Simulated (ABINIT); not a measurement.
# RbSrCl3 (Pm-3m): zone-centre phonons, part 2 of 2

Aim: the zone-centre modes of RbSrCl3 (Pm-3m).

ABINIT 10.8.3; DFT LDA, scalar-relativistic, plane waves, PseudoDojo norm-conserving pseudopotentials.

So far. Step 5 (Relaxation): The volume changes by -0.3 % in this run and stands -17.8 % from the first cell. The relaxed cell has a = 5.489 Å (conventional setting).

The structure was built from a prototype and need not be the compound's stable phase.

**8. Zone-centre response**

The derivative of the wavefunctions by k comes first, since the response to a field is built on it; then the field and the displacements that symmetry doesn't supply are solved at q = 0.

It reads the wavefunctions written in step 6.

The input, dfpt_gamma.abi:

```
ndtset 2

# common to the responses
getwfk_filepath "gso_WFK"
kptopt 2
nqpt 1
qpt 0.0 0.0 0.0
asr 0
chneut 0

# d/dk
rfelfd1 2
rfdir1 1 1 1
iscf1 -3
tolwfr1 1.0d-20

# displacements, field
rfphon2 1
rfatpol2 1 5
rfdir2 1 1 1
rfelfd2 3
getddk2 1
tolvrs2 1.0d-10
prtwf2 0

# basis, mesh and filling
ecut 28.0
ngkpt 4 4 4
nshiftk 1
shiftk 0.0 0.0 0.0
istwfk *1
occopt 1
nband 20
nstep 100
diemac 9.0
prtebands 0
prtgsr 0
useylm 1

# cell and atoms
acell 3*1.0 Angstrom
rprim 
    5.489444648 0.0 0.0
    0.0 5.489444648 0.0
    0.0 0.0 5.489444648
ntypat 3
znucl 37 38 17
natom 5
typat 1 2 3 3 3
xred 
    0.0 0.0 0.0
    0.5 0.5 0.5
    0.5 0.5 0.0
    0.5 0.0 0.5
    0.0 0.5 0.5
pp_dirpath "./pseudo"
pseudos "Rb.upf, Sr.upf, Cl.upf"
```

Launch:

```console
> OMP_NUM_THREADS=1 mpirun -n 4 abinit dfpt_gamma.abi > dfpt_gamma.log
```

Numbers of over 12 decimals in the logs are rounded to 6 here.

dfpt_gamma.abo, the main output file:

```text
[banners, grids, parts of the stress and lines that vanish by symmetry left out]
- input  file    -> dfpt_gamma.abi
- output file    -> dfpt_gamma.abo
- root for input  files -> dfpt_gammai
[...]
DATASET    1 : space group Pm -3 m (#221); Bravais cP (primitive cubic)
[...]
nfft =      125000          nkpt =          36
[...]
DATASET    2 : space group Pm -3 m (#221); Bravais cP (primitive cubic)
[...]
nfft =      125000          nkpt =          36
[...]
== DATASET  1 ==================================================================
[...]
cutoff_energies: {ecut:  28.0, pawecutdg:  -1.0, }
[...]
- 17.00000   7.00000  180309                  znucl, zion, pspdat
[...]
Perturbation : derivative vs k along direction   1
[...]
-ETOT  1  -14.089014693255     -1.409E+01 1.009E-01 0.000E+00
 ETOT  2  -14.121763504996     -3.275E-02 5.898E-04 0.000E+00
 ETOT  3  -14.121994446313     -2.309E-04 1.425E-05 0.000E+00
 ETOT  4  -14.121996748108     -2.302E-06 8.781E-08 0.000E+00
 ETOT  5  -14.121996774193     -2.608E-08 2.725E-09 0.000E+00
[...]
At SCF step   12   max residual=  9.99E-21 < tolwfr=  1.00E-20 =>converged.
[...]
Perturbation : derivative vs k along direction   2
[...]
-ETOT  1  -14.088602924419     -1.409E+01 1.009E-01 0.000E+00
[...]
At SCF step   12   max residual=  9.98E-21 < tolwfr=  1.00E-20 =>converged.
[...]
Perturbation : derivative vs k along direction   3
[...]
-ETOT  1  -14.089014781981     -1.409E+01 1.009E-01 0.000E+00
[...]
At SCF step   12   max residual=  9.99E-21 < tolwfr=  1.00E-20 =>converged.
[...]
1        1       0.8908798261    0.0000000000
     1        2       0.0000000000    0.0000000000
     1        3       0.0000000000    0.0000000000
     2        1       0.0000000000    0.0000000000
     2        2       0.8908798261   -0.0000000000
     2        3       0.0000000000    0.0000000000
     3        1       0.0000000000    0.0000000000
     3        2       0.0000000000    0.0000000000
     3        3       0.8908798261   -0.0000000000
[...]
== DATASET  2 ==================================================================
[...]
cutoff_energies: {ecut:  28.0, pawecutdg:  -1.0, }
[...]
Perturbation : displacement of atom   1   along direction   1
[...]
-ETOT  1  0.460901     -2.097E+03 5.706E+00 1.602E+02
[...]
At SCF step   11       vres2   =  7.47E-11 < tolvrs=  1.00E-10 =>converged.
[...]
Perturbation : displacement of atom   2   along direction   1
[...]
-ETOT  1   10.697009716362     -2.727E+03 1.322E+01 4.494E+03
[...]
At SCF step   12       vres2   =  2.65E-11 < tolvrs=  1.00E-10 =>converged.
[...]
Perturbation : displacement of atom   3   along direction   1
[...]
-ETOT  1   1.174123     -1.344E+03 2.823E+00 2.178E+03
[...]
At SCF step   11       vres2   =  8.74E-11 < tolvrs=  1.00E-10 =>converged.
[...]
Perturbation : displacement of atom   3   along direction   3
[...]
-ETOT  1   10.853775708426     -1.363E+03 2.924E+00 6.696E+03
[...]
At SCF step   12       vres2   =  6.25E-13 < tolvrs=  1.00E-10 =>converged.
[...]
Perturbation : homogeneous electric field along direction   1
[...]
-ETOT  1  -44.389621677580     -4.439E+01 1.329E+00 1.761E+04
[...]
ETOT 11  -53.261065134092     -6.104E-12 2.024E-14 7.640E-10
 ETOT 12  -53.261065134093     -3.268E-13 2.254E-15 4.943E-11
 At SCF step   12       vres2   =  4.94E-11 < tolvrs=  1.00E-10 =>converged.
[...]
Dielectric tensor, in cartesian coordinates,
[...]
1    7   1    7         2.6343034420        -0.0000000000
   1    7   2    7        -0.0000000000        -0.0000000000
   1    7   3    7        -0.0000000000        -0.0000000000
   2    7   1    7        -0.0000000000        -0.0000000000
   2    7   2    7         2.6343034420        -0.0000000000
   2    7   3    7        -0.0000000000        -0.0000000000
   3    7   1    7        -0.0000000000        -0.0000000000
   3    7   2    7        -0.0000000000        -0.0000000000
   3    7   3    7         2.6343034420        -0.0000000000
  Effective charges, in cartesian coordinates,
[...]
1    1   1    7         1.2867610676         0.0000000000
   2    1   1    7         0.0000000000         0.0000000000
   3    1   1    7         0.0000000000         0.0000000000
   1    2   1    7         2.3887273779         0.0000000000
   2    2   1    7         0.0000000000         0.0000000000
[...]
Effective charges, in cartesian coordinates,
[...]
2    7   1    5         0.0000000000         0.0000000000
   3    7   1    5         0.0000000000         0.0000000000
   1    7   2    5         0.0000000000         0.0000000000
   2    7   2    5        -0.8814749040         0.0000000000
   3    7   2    5         0.0000000000         0.0000000000
   1    7   3    5         0.0000000000         0.0000000000
   2    7   3    5         0.0000000000         0.0000000000
   3    7   3    5        -0.8814749040         0.0000000000
  Phonon wavevector (reduced coordinates) :  0.00000  0.00000  0.00000
 Phonon energies in Hartree :
[...]
Phonon frequencies in cm-1    :
- -5.088815E+01 -5.088815E+01 -5.088815E+01 -4.033097E+01 -4.033097E+01
- -4.033097E+01  4.075814E-01  4.075817E-01  4.075825E-01  6.579965E+01
-  6.579965E+01  6.579965E+01  2.749516E+02  2.749516E+02  2.749516E+02
  Phonon at Gamma, with non-analyticity in the
[...]
Phonon energies in Hartree :
[...]
Phonon frequencies in cm-1    :
- -5.088815E+01 -5.088815E+01 -4.033097E+01 -4.033097E+01 -4.033097E+01
-  2.578611E-01  4.075814E-01  4.075817E-01  3.754030E+01  6.579965E+01
-  6.579965E+01  8.599297E+01  2.749516E+02  2.749516E+02  3.080284E+02
  Phonon at Gamma, with non-analyticity in the
[...]
Phonon energies in Hartree :
[...]
Phonon frequencies in cm-1    :
- -5.088815E+01 -5.088815E+01 -4.033097E+01 -4.033097E+01 -4.033097E+01
-  2.578598E-01  4.075814E-01  4.075825E-01  3.754030E+01  6.579965E+01
-  6.579965E+01  8.599297E+01  2.749516E+02  2.749516E+02  3.080284E+02
  Phonon at Gamma, with non-analyticity in the
[...]
Phonon energies in Hartree :
[...]
Phonon frequencies in cm-1    :
- -5.088815E+01 -5.088815E+01 -4.033097E+01 -4.033097E+01 -4.033097E+01
-  2.578594E-01  4.075817E-01  4.075825E-01  3.754030E+01  6.579965E+01
-  6.579965E+01  8.599297E+01  2.749516E+02  2.749516E+02  3.080284E+02
[...]
fcart2     0.0000000000E+00  0.0000000000E+00  0.0000000000E+00
           strten2     0.0000000000E+00  0.0000000000E+00  0.0000000000E+00
================================================================================
```

Wall time 5.2 min (4 MPI ranks of Arm Neoverse V2, shared host).

Read from the output:

```yaml
miss_of_the_charge_sum_rule: 0.01682 e
largest_acoustic_frequency_at_the_zone_centre_before_the_sum_rule: 0.41 cm⁻¹
highest_optical_zone_centre_mode_no_lo_to_term: 274.9 cm⁻¹
lowest_optical_zone_centre_mode: -50.89 cm⁻¹
mean_high_frequency_dielectric_constant: 2.634
largest_born_charge_in_size_third_of_the_trace: 2.389 e
```

Born charge (rows field, columns displacement), before the sum rule (e), principal values of the symmetric part by kind of site:

```
atom  atoms with these values    low  middle   high   mean
 Rb1                        1   1.29    1.29   1.29   1.29
 Sr2                        1   2.39    2.39   2.39   2.39
 Cl3                        3  -1.93   -0.88  -0.88  -1.23
```

In full for Cl3:

```
-0.88  0.00  0.00
 0.00 -0.88  0.00
 0.00  0.00 -1.93
```

High-frequency dielectric tensor:

```
2.63 0.00 0.00
0.00 2.63 0.00
0.00 0.00 2.63
```

The acoustic modes at Γ come out as far as 0.4 cm⁻¹ from zero, where they should vanish, a small numerical error; the Born charges miss their sum rule by 0.017 e, which is good. The lowest optical mode is imaginary, 51i cm⁻¹, an instability at this level and on this k mesh.

**9. Zone-centre analysis**

anaddb reads the merged derivatives, imposes the acoustic sum rule and charge neutrality, and adds the LO-TO term along chosen directions.

The input, anaddb.abi:

```
ddb_filepath "gamma_DDB"
output_file "anaddb.abo"
outdata_prefix "anaddb"
asr 1
chneut 1
enunit 2
eivec 1
nph1l 1
qph1l 0.0 0.0 0.0 1.0
dieflag 2
nph2l 3
qph2l 
    1.0 0.0 0.0 0.0
    0.0 0.0 1.0 0.0
    1.0 1.0 1.0 0.0
```

The input, mrgddb.in:

```
gamma_DDB
merged
2
dfpt_gammao_DS2_DDB
gso_DDB
```

Launch:

```console
> mrgddb < mrgddb.in > mrgddb.log
> OMP_NUM_THREADS=1 anaddb anaddb.abi > anaddb.log
```

anaddb.abo, the main output file:

```text
[banners, grids, parts of the stress and lines that vanish by symmetry left out]
-outvars_anaddb: echo values of input variables ----------------------

 Flags :
[...]
Dielectric Tensor and Effective Charges
[...]
Effective charge tensors after
[...]
Phonon wavevector (reduced coordinates) :  0.00000  0.00000  0.00000
 Phonon energies in Hartree :
[...]
Phonon energies in meV     :
- -6.309594E+00 -6.309594E+00 -6.309594E+00 -5.001023E+00 -5.001023E+00
- -5.001023E+00  0.000000E+00  0.000000E+00  0.000000E+00  8.157956E+00
-  8.157956E+00  8.157956E+00  3.408960E+01  3.408960E+01  3.408960E+01
 Phonon frequencies in cm-1    :
- -5.089030E+01 -5.089030E+01 -5.089030E+01 -4.033597E+01 -4.033597E+01
- -4.033597E+01  0.000000E+00  0.000000E+00  0.000000E+00  6.579835E+01
-  6.579835E+01  6.579835E+01  2.749512E+02  2.749512E+02  2.749512E+02
 Phonon frequencies in Thz     :
- -1.525653E+00 -1.525653E+00 -1.525653E+00 -1.209242E+00 -1.209242E+00
- -1.209242E+00  0.000000E+00  0.000000E+00  0.000000E+00  1.972585E+00
-  1.972585E+00  1.972585E+00  8.242830E+00  8.242830E+00  8.242830E+00
 Phonon energies in Kelvin  :
- -7.321979E+01 -7.321979E+01 -7.321979E+01 -5.803446E+01 -5.803446E+01
- -5.803446E+01  0.000000E+00  0.000000E+00  0.000000E+00  9.466915E+01
-  9.466915E+01  9.466915E+01  3.955934E+02  3.955934E+02  3.955934E+02
[...]
-  1  0.00000000E+00  0.00000000E+00 -1.85702484E-03
-     0.00000000E+00  0.00000000E+00  0.00000000E+00
-  2  0.00000000E+00  0.00000000E+00  1.67518026E-04
-     0.00000000E+00  0.00000000E+00  0.00000000E+00
-  3  0.00000000E+00  0.00000000E+00  3.25254746E-04
-     0.00000000E+00  0.00000000E+00  0.00000000E+00
-  4  0.00000000E+00  0.00000000E+00  1.86880121E-03
-     0.00000000E+00  0.00000000E+00  0.00000000E+00
-  5  0.00000000E+00  0.00000000E+00  1.86880121E-03
-     0.00000000E+00  0.00000000E+00  0.00000000E+00
[...]
-  1  0.00000000E+00  1.85702484E-03  0.00000000E+00
-     0.00000000E+00  0.00000000E+00  0.00000000E+00
-  2  0.00000000E+00 -1.67518026E-04  0.00000000E+00
-     0.00000000E+00  0.00000000E+00  0.00000000E+00
-  3  0.00000000E+00 -1.86880121E-03  0.00000000E+00
-     0.00000000E+00  0.00000000E+00  0.00000000E+00
-  4  0.00000000E+00 -3.25254746E-04  0.00000000E+00
-     0.00000000E+00  0.00000000E+00  0.00000000E+00
-  5  0.00000000E+00 -1.86880121E-03  0.00000000E+00
-     0.00000000E+00  0.00000000E+00  0.00000000E+00
[...]
-  1  1.85702484E-03  0.00000000E+00  0.00000000E+00
-     0.00000000E+00  0.00000000E+00  0.00000000E+00
-  2 -1.67518026E-04  0.00000000E+00  0.00000000E+00
-     0.00000000E+00  0.00000000E+00  0.00000000E+00
-  3 -1.86880121E-03  0.00000000E+00  0.00000000E+00
-     0.00000000E+00  0.00000000E+00  0.00000000E+00
-  4 -1.86880121E-03  0.00000000E+00  0.00000000E+00
-     0.00000000E+00  0.00000000E+00  0.00000000E+00
[...]
Phonon at Gamma, with non-analyticity in the
[...]
Phonon energies in Hartree :
[...]
Phonon energies in meV     :
- -6.309594E+00 -6.309594E+00 -5.001023E+00 -5.001023E+00 -5.001023E+00
-  0.000000E+00  0.000000E+00  0.000000E+00  4.645952E+00  8.157956E+00
[...]
Phonon frequencies in cm-1    :
[...]
Phonon frequencies in Thz     :
[...]
Phonon energies in Kelvin  :
[...]
-  0.000000E+00  0.000000E+00  0.000000E+00  5.391403E+01  9.466915E+01
-  9.466915E+01  1.236240E+02  3.955934E+02  3.955934E+02  4.431131E+02
[...]
-  5  0.00000000E+00  0.00000000E+00  2.78150787E-03
-     0.00000000E+00  0.00000000E+00  0.00000000E+00
[...]
-  1  0.00000000E+00  0.00000000E+00  0.00000000E+00
-     0.00000000E+00  0.00000000E+00  0.00000000E+00
-  2  0.00000000E+00  0.00000000E+00  0.00000000E+00
-     0.00000000E+00  0.00000000E+00  0.00000000E+00
-  3  0.00000000E+00  2.78150787E-03  0.00000000E+00
-     0.00000000E+00  0.00000000E+00  0.00000000E+00
-  4  0.00000000E+00  0.00000000E+00  0.00000000E+00
-     0.00000000E+00  0.00000000E+00  0.00000000E+00
-  5  0.00000000E+00 -2.78150787E-03  0.00000000E+00
-     0.00000000E+00  0.00000000E+00  0.00000000E+00
[...]
Phonon at Gamma, with non-analyticity in the
[...]
Phonon energies in Hartree :
[...]
Phonon energies in meV     :
- -6.309594E+00 -6.309594E+00 -5.001023E+00 -5.001023E+00 -5.001023E+00
-  0.000000E+00  0.000000E+00  0.000000E+00  4.645952E+00  8.157956E+00
-  8.157956E+00  1.065309E+01  3.408960E+01  3.408960E+01  3.818453E+01
 Phonon frequencies in cm-1    :
- -5.089030E+01 -5.089030E+01 -4.033597E+01 -4.033597E+01 -4.033597E+01
[...]
Phonon frequencies in Thz     :
[...]
Phonon energies in Kelvin  :
[...]
Phonon at Gamma, with non-analyticity in the
[...]
Phonon energies in Hartree :
[...]
Phonon energies in meV     :
[...]
Phonon frequencies in cm-1    :
[...]
Phonon frequencies in Thz     :
[...]
Phonon energies in Kelvin  :
[...]
-  0.000000E+00  0.000000E+00  0.000000E+00  5.391403E+01  9.466915E+01
-  9.466915E+01  1.236240E+02  3.955934E+02  3.955934E+02  4.431131E+02
[...]
-  4  1.47035563E-04  1.72650316E-03 -5.52764114E-05
-     0.00000000E+00  0.00000000E+00  0.00000000E+00
-  5 -2.76656180E-03 -9.17591516E-05 -5.52764114E-05
-     0.00000000E+00  0.00000000E+00  0.00000000E+00
[...]
;  5 -1.93166664E-03 -8.70166951E-05 -8.70166951E-05
;     0.00000000E+00  0.00000000E+00  0.00000000E+00
-
```

Run time: 0.52 s. Hardware: 1 thread.

This step gave:

```yaml
highest_mode_moved_by_the_lo_to_term: 308.0 cm⁻¹
```

No LO-TO term; unit eigenvectors of the mass-weighted matrix, from anaddb's displacements. Modes at Γ, with each element's share of the kinetic energy (negative means imaginary):

| mode | frequency (cm⁻¹) | symmetry | Rb % | Sr % | Cl % |
| --- | --- | --- | --- | --- | --- |
| 1 | -50.9 | T1u | 54 | 0 | 46 |
| 2 | -50.9 | T1u | 54 | 0 | 46 |
| 3 | -50.9 | T1u | 54 | 0 | 46 |
| 4 | -40.3 | T2u | 0 | 0 | 100 |
| 5 | -40.3 | T2u | 0 | 0 | 100 |
| 6 | -40.3 | T2u | 0 | 0 | 100 |
| 7 | 0.0 | acoustic | 31 | 31 | 38 |
| 8 | 0.0 | acoustic | 31 | 31 | 38 |
| 9 | 0.0 | acoustic | 31 | 31 | 38 |
| 10 | 65.8 | T1u | 16 | 44 | 40 |
| 11 | 65.8 | T1u | 16 | 44 | 40 |
| 12 | 65.8 | T1u | 16 | 44 | 40 |
| 13 | 275.0 | T1u | 0 | 24 | 76 |
| 14 | 275.0 | T1u | 0 | 24 | 76 |
| 15 | 275.0 | T1u | 0 | 24 | 76 |

Displacements in mode 1 (-50.9 cm⁻¹), the largest set to 1:
```
Rb1  0.00  0.00 -0.99
Sr2  0.00  0.00  0.09
Cl3  0.00  0.00  0.17
Cl4  0.00  0.00  1.00
Cl5  0.00  0.00  1.00
```

Displacements in mode 10 (65.8 cm⁻¹), the largest set to 1:
```
Rb1  0.00  0.00  0.60
Sr2  0.00  0.00 -1.00
Cl3  0.00  0.00 -0.78
Cl4  0.00  0.00  0.90
Cl5  0.00  0.00  0.90
```

With imaginary modes the relaxed-ion tensors have no meaning and are not tabulated.

The rule moves no optical mode by more than 0.1 cm⁻¹.

**10. What came out**

```yaml
space_group_after_relaxation: Pm-3m
volume_per_atom: 33.1 Å³
highest_optical_zone_centre_mode_no_lo_to_term: 274.9 cm⁻¹
lowest_optical_zone_centre_mode: -50.9 cm⁻¹
highest_mode_moved_by_the_lo_to_term: 308.0 cm⁻¹
mean_high_frequency_dielectric_constant: 2.63
largest_born_charge_in_size_third_of_the_trace: 2.39 e
imaginary_optical_modes_at_the_zone_centre_no_q_mesh_in_this_session: yes
```

In words: At the LDA level the optical modes of RbSrCl3 (Pm-3m) at the zone centre (no LO-TO term) run from 51i to 275 cm⁻¹, so the structure is a saddle point, with 6 modes beyond 10i cm⁻¹ there. Along the directions run, the highest mode that the macroscopic field moves lies at 308 cm⁻¹. These are harmonic frequencies at zero temperature: anharmonic shifts and linewidths and thermal expansion are left out. The structure is a hypothetical one, built on a prototype.

[Host names and launcher messages were left out of these logs when they were recorded.]

[Logs are printed without paths, hosts, clocks, repeated set-up lines and the standing remarks that a program may print on its own settings, such as how far it seeks lower states.]

[Hosts, paths, dates, database ids (printed as entryN), source tags and the programs' standing remarks are cut or masked in the printed files.]
